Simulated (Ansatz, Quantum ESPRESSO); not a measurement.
# Work function of Pd(100), 5 layers, one monolayer of Cl on top sites, part 3 of 4

Wanted: work functions and the surface dipole of Pd(100), 5 layers, one monolayer of Cl on top sites at several levels, with their cost.

Quantum ESPRESSO 7.5; plane-wave DFT, PBE, GBRV ultrasoft pseudopotentials; geometry and cross-check by Ansatz 0.2.0 with PAW datasets.

So far. Step 4 (Ground state: open boundaries by the effective …): The run needed 79 iterations to bring the estimated error under 1e-07 Ry; the largest force on any atom, held or free, is 0.32 eV/Å.

**5. Self-consistent run: LDA, GBRV ultrasoft**

Next, another level on the same atoms.

Level of this step: plane-wave DFT, LDA, GBRV ultrasoft pseudopotentials (Quantum ESPRESSO 7.5).

Input file gbrv-lda.in:

```
&control
  prefix = 'gbrv-lda'
  outdir = './out'
  pseudo_dir = './pseudo'
  calculation = 'scf'
  tprnfor = .true.
/
&system
  ibrav = 0
  nat = 6
  ntyp = 2
  ecutwfc = 40
  ecutrho = 200
  occupations = 'smearing'
  smearing = 'mv'
  degauss = 0.02
  assume_isolated = 'esm'
  esm_bc = 'bc1'
/
&electrons
  conv_thr = 1e-07
  mixing_beta = 0.4
  electron_maxstep = 120
  mixing_mode = 'local-TF'
/
ATOMIC_SPECIES
  Pd  106.4200  pd_lda_v1.4.uspp.F.UPF
  Cl  35.4500  cl_lda_v1.4.uspp.F.UPF
CELL_PARAMETERS angstrom
  2.75064537880000 0.00000000000000 0.00000000000000
  0.00000000000000 2.75064537880000 0.00000000000000
  0.00000000000000 0.00000000000000 26.78000000000000
ATOMIC_POSITIONS crystal
  Pd  0.000000000000 0.000000000000 -0.191394379498
  Pd  0.500000000000 0.500000000000 -0.118765552098
  Pd  0.000000000000 0.000000000000 -0.046136724598
  Pd  0.500000000000 0.500000000000 0.029380600031
  Pd  -0.000000000000 0.000000000000 0.105189582417
  Cl  -0.000000000000 0.000000000000 0.191394379498
K_POINTS automatic
  10 10 1 0 0 0
```

On the command line:

```sh
$ OMP_NUM_THREADS=1 mpirun -n 4 pw.x -nk 4 -in gbrv-lda.in > gbrv-lda.out
```

Log:

```text
[banner, memory and clock lines left out]
Program PWSCF v.7.5 starts

          URL

     Message from routine setup:
     using ibrav=0 with symmetry is DISCOURAGED, use correct ibrav instead

     G-vector sticks info

     bravais-lattice index     =            0
     lattice parameter (alat)  =       5.1980  a.u.
     unit-cell volume          =    1367.3396 (a.u.)^3
     number of atoms/cell      =            6
     number of atomic types    =            2
     number of electrons       =        87.00
     number of Kohn-Sham states=           53
     kinetic-energy cutoff     =      40.0000  Ry
     charge density cutoff     =     200.0000  Ry
     scf convergence threshold =      1.0E-07
     mixing beta               =       0.4000
     number of iterations used =            8  local-TF  mixing
     Exchange-correlation=  SLA  PZ   NOGX NOGC
                           (   1   1   0   0   0   0   0)

     Effective Screening Medium Method
     Boundary Conditions: Vacuum-Slab-Vacuum
     total charge in unit cell        =   0.0000
     grid points for fit at edges     =        4

     celldm(1)=   5.197966  celldm(2)=   0.000000  celldm(3)=   0.000000
     celldm(4)=   0.000000  celldm(5)=   0.000000  celldm(6)=   0.000000

     crystal axes: (cart. coord. in units of alat)
               a(1) = (   1.000000   0.000000   0.000000 )
               a(2) = (   0.000000   1.000000   0.000000 )
               a(3) = (   0.000000   0.000000   9.735897 )

     reciprocal axes: (cart. coord. in units 2 pi/alat)
               b(1) = (  1.000000  0.000000  0.000000 )
               b(2) = (  0.000000  1.000000  0.000000 )
               b(3) = (  0.000000  0.000000  0.102713 )

     PseudoPot. # 1 for Pd read from file:
     ./pseudo/pd_lda_v1.4.uspp.F.UPF
     Pseudo is Ultrasoft + core correction, Zval = 16.0
     Generated by new atomic code, or converted to UPF format
     Using radial grid of  887 points,  6 beta functions with:
                l(1) =   0
                l(2) =   0
                l(3) =   1
                l(4) =   1
                l(5) =   2
                l(6) =   2
     Q(r) pseudized with  8 coefficients,  rinner =    1.130   1.130   1.130
                                                       1.130   1.130

     PseudoPot. # 2 for Cl read from file:
     ./pseudo/cl_lda_v1.4.uspp.F.UPF
     Pseudo is Ultrasoft + core correction, Zval =  7.0
     Generated by new atomic code, or converted to UPF format
     Using radial grid of  909 points,  6 beta functions with:
                l(1) =   0
                l(2) =   0
                l(3) =   1
                l(4) =   1
                l(5) =   2
                l(6) =   2
     Q(r) pseudized with  8 coefficients,  rinner =    1.300   1.300   1.300
                                                       1.300   1.300

[...]
total energy              =    -895.72349919 Ry
     estimated scf accuracy    <    3233.94691040 Ry

     iteration #114     ecut=    40.00 Ry     beta= 0.40
     Davidson diagonalization with overlap
     c_bands:  1 eigenvalues not converged
     c_bands:  3 eigenvalues not converged
     c_bands:  3 eigenvalues not converged
     c_bands:  1 eigenvalues not converged
     ethr =  1.00E-02,  avg # of iterations = 21.8

     negative rho (up, down):  6.482E+00 0.000E+00

     total energy              =   -1170.70702549 Ry
     estimated scf accuracy    <     625.71962872 Ry

     iteration #115     ecut=    40.00 Ry     beta= 0.40
     Davidson diagonalization with overlap
     c_bands:  1 eigenvalues not converged
     c_bands:  4 eigenvalues not converged
     ethr =  1.00E-02,  avg # of iterations = 37.3

     negative rho (up, down):  6.250E+00 0.000E+00

     total energy              =   -1232.40226484 Ry
     estimated scf accuracy    <    1185.84837293 Ry

     iteration #116     ecut=    40.00 Ry     beta= 0.40
     Davidson diagonalization with overlap
     ethr =  1.00E-02,  avg # of iterations =  2.0

     negative rho (up, down):  5.309E+00 0.000E+00

     total energy              =   -1209.77441736 Ry
     estimated scf accuracy    <     778.89963570 Ry

     iteration #117     ecut=    40.00 Ry     beta= 0.40
     Davidson diagonalization with overlap
     c_bands:  4 eigenvalues not converged
     c_bands:  3 eigenvalues not converged
     c_bands:  4 eigenvalues not converged
     c_bands:  1 eigenvalues not converged
     ethr =  1.00E-02,  avg # of iterations = 26.7

     negative rho (up, down):  6.669E+00 0.000E+00

     total energy              =   -1147.26229230 Ry
     estimated scf accuracy    <    5255.08945315 Ry

     iteration #118     ecut=    40.00 Ry     beta= 0.40
     Davidson diagonalization with overlap
     ethr =  1.00E-02,  avg # of iterations =  9.4

     negative rho (up, down):  8.506E+00 0.000E+00

     total energy              =   -1483.64947051 Ry
     estimated scf accuracy    <    2183.39672388 Ry

     iteration #119     ecut=    40.00 Ry     beta= 0.40
     Davidson diagonalization with overlap
     c_bands:  4 eigenvalues not converged
     c_bands:  2 eigenvalues not converged
     c_bands:  2 eigenvalues not converged
     ethr =  1.00E-02,  avg # of iterations = 89.9

     negative rho (up, down):  3.086E+00 0.000E+00

     total energy              =    3900.76674967 Ry
     estimated scf accuracy    <   22184.40469215 Ry

     iteration #120     ecut=    40.00 Ry     beta= 0.40
     Davidson diagonalization with overlap
     c_bands:  1 eigenvalues not converged
     ethr =  1.00E-02,  avg # of iterations = 58.2

     negative rho (up, down):  2.547E+00 0.000E+00

     total energy              =   -1290.94374507 Ry
     estimated scf accuracy    <     819.71060949 Ry

     End of self-consistent calculation

     convergence NOT achieved after 120 iterations: stopping

     XML data file, charge density

                                        0.00s GPU  (   18990 calls)

Note: The following floating-point exceptions are signalling: IEEE_DIVIDE_BY_ZERO IEEE_UNDERFLOW_FLAG
Note: The following floating-point exceptions are signalling: IEEE_DIVIDE_BY_ZERO IEEE_UNDERFLOW_FLAG
Note: The following floating-point exceptions are signalling: IEEE_DIVIDE_BY_ZERO IEEE_UNDERFLOW_FLAG
Note: The following floating-point exceptions are signalling: IEEE_DIVIDE_BY_ZERO IEEE_UNDERFLOW_FLAG
```

Run time: 32 min. Hardware: 4 MPI ranks of Arm Neoverse V2, shared host; peak memory 0.65 GiB.

The run ended without convergence. The estimated SCF accuracy went from 805 Ry in the first cycle kept to 67.4 Ry at best and 820 Ry in the last.

More iterations help only where the error still falls; otherwise the mixing, the start or the set-up has to change.

**6. SCF with pw.x: vdW-DF-cx, GBRV ultrasoft**

Level of this step: plane-wave DFT, vdW-DF-cx, GBRV ultrasoft pseudopotentials made under PBE (Quantum ESPRESSO 7.5). input_dft overrides the functional of the files.

gbrv-vdw-df-cx.in, as its differences from the input of step 5:

```diff
@@ -1,3 +1,3 @@
 &control
-  prefix = 'gbrv-lda'
+  prefix = 'gbrv-vdw-df-cx'
   outdir = './out'
@@ -13,2 +13,3 @@
   ecutrho = 200
+  input_dft = 'vdw-df-cx'
   occupations = 'smearing'
@@ -26,4 +27,4 @@
 ATOMIC_SPECIES
-  Pd  106.4200  pd_lda_v1.4.uspp.F.UPF
-  Cl  35.4500  cl_lda_v1.4.uspp.F.UPF
+  Pd  106.4200  pd_pbe_v1.4.uspp.F.UPF
+  Cl  35.4500  cl_pbe_v1.4.uspp.F.UPF
 CELL_PARAMETERS angstrom
```

On the command line:

```sh
$ OMP_NUM_THREADS=1 mpirun -n 4 pw.x -nk 4 -in gbrv-vdw-df-cx.in > gbrv-vdw-df-cx.out
```

Log:

```text
[banner, memory and clock lines left out]
Program PWSCF v.7.5 starts

          URL

     IMPORTANT: XC functional enforced from input :
     Exchange-correlation= VDW-DF-CX
                           (   1   4  27   0   1   0   0)
     Any further DFT definition will be discarded
     Please, verify this is what you really want

     Message from routine setup:
     using ibrav=0 with symmetry is DISCOURAGED, use correct ibrav instead

     G-vector sticks info

     bravais-lattice index     =            0
     lattice parameter (alat)  =       5.1980  a.u.
     unit-cell volume          =    1367.3396 (a.u.)^3
     number of atoms/cell      =            6
     number of atomic types    =            2
     number of electrons       =        87.00
     number of Kohn-Sham states=           53
     kinetic-energy cutoff     =      40.0000  Ry
     charge density cutoff     =     200.0000  Ry
     scf convergence threshold =      1.0E-07
     mixing beta               =       0.4000
     number of iterations used =            8  local-TF  mixing
     Exchange-correlation= VDW-DF-CX
                           (   1   4  27   0   1   0   0)

     Effective Screening Medium Method
     Boundary Conditions: Vacuum-Slab-Vacuum
     total charge in unit cell        =   0.0000
     grid points for fit at edges     =        4

     celldm(1)=   5.197966  celldm(2)=   0.000000  celldm(3)=   0.000000
     celldm(4)=   0.000000  celldm(5)=   0.000000  celldm(6)=   0.000000

     crystal axes: (cart. coord. in units of alat)
               a(1) = (   1.000000   0.000000   0.000000 )
               a(2) = (   0.000000   1.000000   0.000000 )
               a(3) = (   0.000000   0.000000   9.735897 )

     reciprocal axes: (cart. coord. in units 2 pi/alat)
               b(1) = (  1.000000  0.000000  0.000000 )
               b(2) = (  0.000000  1.000000  0.000000 )
               b(3) = (  0.000000  0.000000  0.102713 )

     PseudoPot. # 1 for Pd read from file:
     ./pseudo/pd_pbe_v1.4.uspp.F.UPF
     Pseudo is Ultrasoft + core correction, Zval = 16.0
     Generated by new atomic code, or converted to UPF format
     Using radial grid of  887 points,  6 beta functions with:
                l(1) =   0
                l(2) =   0
                l(3) =   1
                l(4) =   1
                l(5) =   2
                l(6) =   2
     Q(r) pseudized with  8 coefficients,  rinner =    1.130   1.130   1.130
                                                       1.130   1.130

     PseudoPot. # 2 for Cl read from file:
     ./pseudo/cl_pbe_v1.4.uspp.F.UPF
     Pseudo is Ultrasoft + core correction, Zval =  7.0
     Generated by new atomic code, or converted to UPF format
     Using radial grid of  909 points,  6 beta functions with:
                l(1) =   0
                l(2) =   0
                l(3) =   1
                l(4) =   1
[...]
total energy              =   -1027.21944524 Ry
     estimated scf accuracy    <      12.73020462 Ry

     iteration #113     ecut=    40.00 Ry     beta= 0.40
     Davidson diagonalization with overlap
     ethr =  4.49E-03,  avg # of iterations =  1.0

     negative rho (up, down):  6.589E-01 0.000E+00

     total energy              =   -1027.74419778 Ry
     estimated scf accuracy    <      37.44842110 Ry

     iteration #114     ecut=    40.00 Ry     beta= 0.40
     Davidson diagonalization with overlap
     ethr =  4.49E-03,  avg # of iterations =  1.1

     negative rho (up, down):  7.414E-01 0.000E+00

     total energy              =   -1027.95676929 Ry
     estimated scf accuracy    <      21.62356080 Ry

     iteration #115     ecut=    40.00 Ry     beta= 0.40
     Davidson diagonalization with overlap
     ethr =  4.49E-03,  avg # of iterations =  1.0

     negative rho (up, down):  1.059E+00 0.000E+00

     total energy              =   -1031.10345194 Ry
     estimated scf accuracy    <      23.90764357 Ry

     iteration #116     ecut=    40.00 Ry     beta= 0.40
     Davidson diagonalization with overlap
     c_bands:  1 eigenvalues not converged
     c_bands:  1 eigenvalues not converged
     c_bands:  3 eigenvalues not converged
     c_bands:  1 eigenvalues not converged
     ethr =  4.49E-03,  avg # of iterations = 33.6

     negative rho (up, down):  6.490E-01 0.000E+00

     total energy              =   -1013.78551680 Ry
     estimated scf accuracy    <    1432.28655008 Ry

     iteration #117     ecut=    40.00 Ry     beta= 0.40
     Davidson diagonalization with overlap
     c_bands:  1 eigenvalues not converged
     ethr =  4.49E-03,  avg # of iterations = 13.3

     negative rho (up, down):  8.418E-01 0.000E+00

     total energy              =   -1021.42293998 Ry
     estimated scf accuracy    <     112.67741908 Ry

     iteration #118     ecut=    40.00 Ry     beta= 0.40
     Davidson diagonalization with overlap
     c_bands:  1 eigenvalues not converged
     c_bands:  4 eigenvalues not converged
     ethr =  4.49E-03,  avg # of iterations = 15.8

     negative rho (up, down):  8.073E-01 0.000E+00

     total energy              =   -1029.22115497 Ry
     estimated scf accuracy    <     116.09606079 Ry

     iteration #119     ecut=    40.00 Ry     beta= 0.40
     Davidson diagonalization with overlap
     ethr =  4.49E-03,  avg # of iterations =  1.8

     negative rho (up, down):  6.777E-01 0.000E+00

     total energy              =   -1028.24133867 Ry
     estimated scf accuracy    <      79.17506588 Ry

     iteration #120     ecut=    40.00 Ry     beta= 0.40
     Davidson diagonalization with overlap
     ethr =  4.49E-03,  avg # of iterations =  1.0

     negative rho (up, down):  8.567E-01 0.000E+00

     total energy              =   -1026.98880334 Ry
     estimated scf accuracy    <      69.50492482 Ry

     End of self-consistent calculation

     convergence NOT achieved after 120 iterations: stopping

     XML data file, charge density

                                        0.00s GPU  (    6277 calls)

Note: The following floating-point exceptions are signalling: IEEE_DIVIDE_BY_ZERO IEEE_UNDERFLOW_FLAG
Note: The following floating-point exceptions are signalling: IEEE_DIVIDE_BY_ZERO IEEE_UNDERFLOW_FLAG
Note: The following floating-point exceptions are signalling: IEEE_DIVIDE_BY_ZERO IEEE_UNDERFLOW_FLAG
Note: The following floating-point exceptions are signalling: IEEE_DIVIDE_BY_ZERO IEEE_UNDERFLOW_FLAG
```

It took 11 min on 4 MPI ranks; peak memory 0.87 GiB.

The run ended without convergence. The estimated SCF accuracy went from 832 Ry in the first cycle kept to 3.9 Ry at best and 69.5 Ry in the last.

More iterations help only where the error still falls; otherwise the mixing, the start or the set-up has to change.

(Continued in part 4 of 4.)

[Logs are printed without paths, hosts, clocks, repeated set-up lines and the standing remarks that a program may print on its own settings, such as how far it seeks lower states.]

[Hosts, paths, dates, database ids (printed as entryN), source tags and the programs' standing remarks are cut or masked in the printed files.]

[Maps of the electrostatic potential energy from Ansatz leave out the sawtooth potential of an applied field or a dipole correction, so their vacuum need not be flat; planar profiles and work functions include it.]
